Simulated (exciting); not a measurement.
Y2CN2O2, space group P-3m1, O K edge of atom 3, with 3 Y at 2.22 Å and 1 Y at 2.29 Å (distorted tetrahedral, site symmetry 3m); the tensor is averaged over the atoms equivalent by symmetry. Method: exciting, all-electron LAPW+lo, LDA, exchange and screened direct term (singlet BSE), 4×4×2 shifted k points, 44 conduction bands, |G+q| up to 3 bohr⁻¹, full RPA screening with nempty = 73, Lorentzian half width 0.45 eV.

```xyz
7
Lattice="3.6990 0.0000 0.0000 -1.8495 3.2034 0.0000 0.0000 0.0000 8.1689" Properties=species:S:1:pos:R:3 pbc="T T T"
Y     1.8495    1.0678    2.6343
Y     0.0000    2.1356    5.5346
O     1.8495    1.0678    4.9286
O     0.0000    2.1356    3.2403
N     0.0000    0.0000    6.9423
N     0.0000    0.0000    1.2266
C     0.0000    0.0000    0.0000
```

Energy from the Kohn–Sham onset, core level to the lowest empty state found on the meshes used; scaled to the maximum of the polarisation mean:

| E (eV) | curve 1 | curve 2 |
| --- | --- | --- |
| -4.5 | 0.02 | 0.03 |
| -4.0 | 0.03 | 0.03 |
| -3.5 | 0.04 | 0.04 |
| -3.0 | 0.05 | 0.06 |
| -2.5 | 0.07 | 0.09 |
| -2.0 | 0.11 | 0.16 |
| -1.5 | 0.19 | 0.35 |
| -1.0 | 0.43 | 0.94 |
| -0.5 | 1.04 | 0.88 |
| 0.0 | 0.94 | 0.51 |
| 0.5 | 0.73 | 0.43 |
| 1.0 | 0.58 | 0.52 |
| 1.5 | 0.72 | 0.50 |
| 2.0 | 0.75 | 0.51 |
| 2.5 | 0.62 | 0.50 |
| 3.0 | 0.51 | 0.60 |
| 3.5 | 0.38 | 0.73 |
| 4.0 | 0.27 | 0.67 |
| 4.5 | 0.22 | 0.56 |
| 5.0 | 0.24 | 0.42 |
| 5.5 | 0.28 | 0.34 |
| 6.0 | 0.43 | 0.31 |
| 6.5 | 0.39 | 0.30 |
| 7.0 | 0.31 | 0.26 |
| 7.5 | 0.28 | 0.23 |
| 8.0 | 0.32 | 0.27 |
| 8.5 | 0.37 | 0.33 |
| 9.0 | 0.35 | 0.34 |
| 9.5 | 0.36 | 0.30 |
| 10.0 | 0.33 | 0.34 |
| 10.5 | 0.27 | 0.32 |
| 11.0 | 0.26 | 0.31 |
| 11.5 | 0.35 | 0.30 |
| 12.0 | 0.48 | 0.29 |
| 12.5 | 0.43 | 0.25 |
| 13.0 | 0.29 | 0.20 |
| 13.5 | 0.23 | 0.19 |
| 14.0 | 0.22 | 0.20 |
| 14.5 | 0.20 | 0.19 |
| 15.0 | 0.15 | 0.17 |
| 15.5 | 0.13 | 0.15 |
| 16.0 | 0.11 | 0.15 |
| 16.5 | 0.11 | 0.19 |
| 17.0 | 0.11 | 0.23 |
| 17.5 | 0.10 | 0.24 |
| 18.0 | 0.11 | 0.21 |
| 18.5 | 0.11 | 0.19 |
| 19.0 | 0.14 | 0.20 |
| 19.5 | 0.14 | 0.16 |
| 20.0 | 0.15 | 0.13 |
| 20.5 | 0.15 | 0.12 |

Q: The curves are the diagonal elements of Im ε for ε ∥ c and ⊥ c. Which is which?

Curve 1: ε ∥ c, maxima -0.4 eV (1.12), 1.8 eV (0.77) and 12.2 eV (0.49); 3 lower ones aren't listed. Curve 2: ε ⊥ c, maxima -0.8 eV (1.15), 1.0 eV (0.52) and 3.5 eV (0.73); 3 lower ones aren't listed. A K edge probes the empty p states along ε, which follow the bonds' lengths and directions.

[Banner, clock and machine lines of the logs are left out without a mark of their own.]

[Logs are printed without paths, hosts, clocks, repeated set-up lines and the standing remarks that a program may print on its own settings, such as how far it seeks lower states.]

[Hosts, paths, dates, database ids (printed as entryN), source tags and the programs' standing remarks are cut or masked in the printed files.]
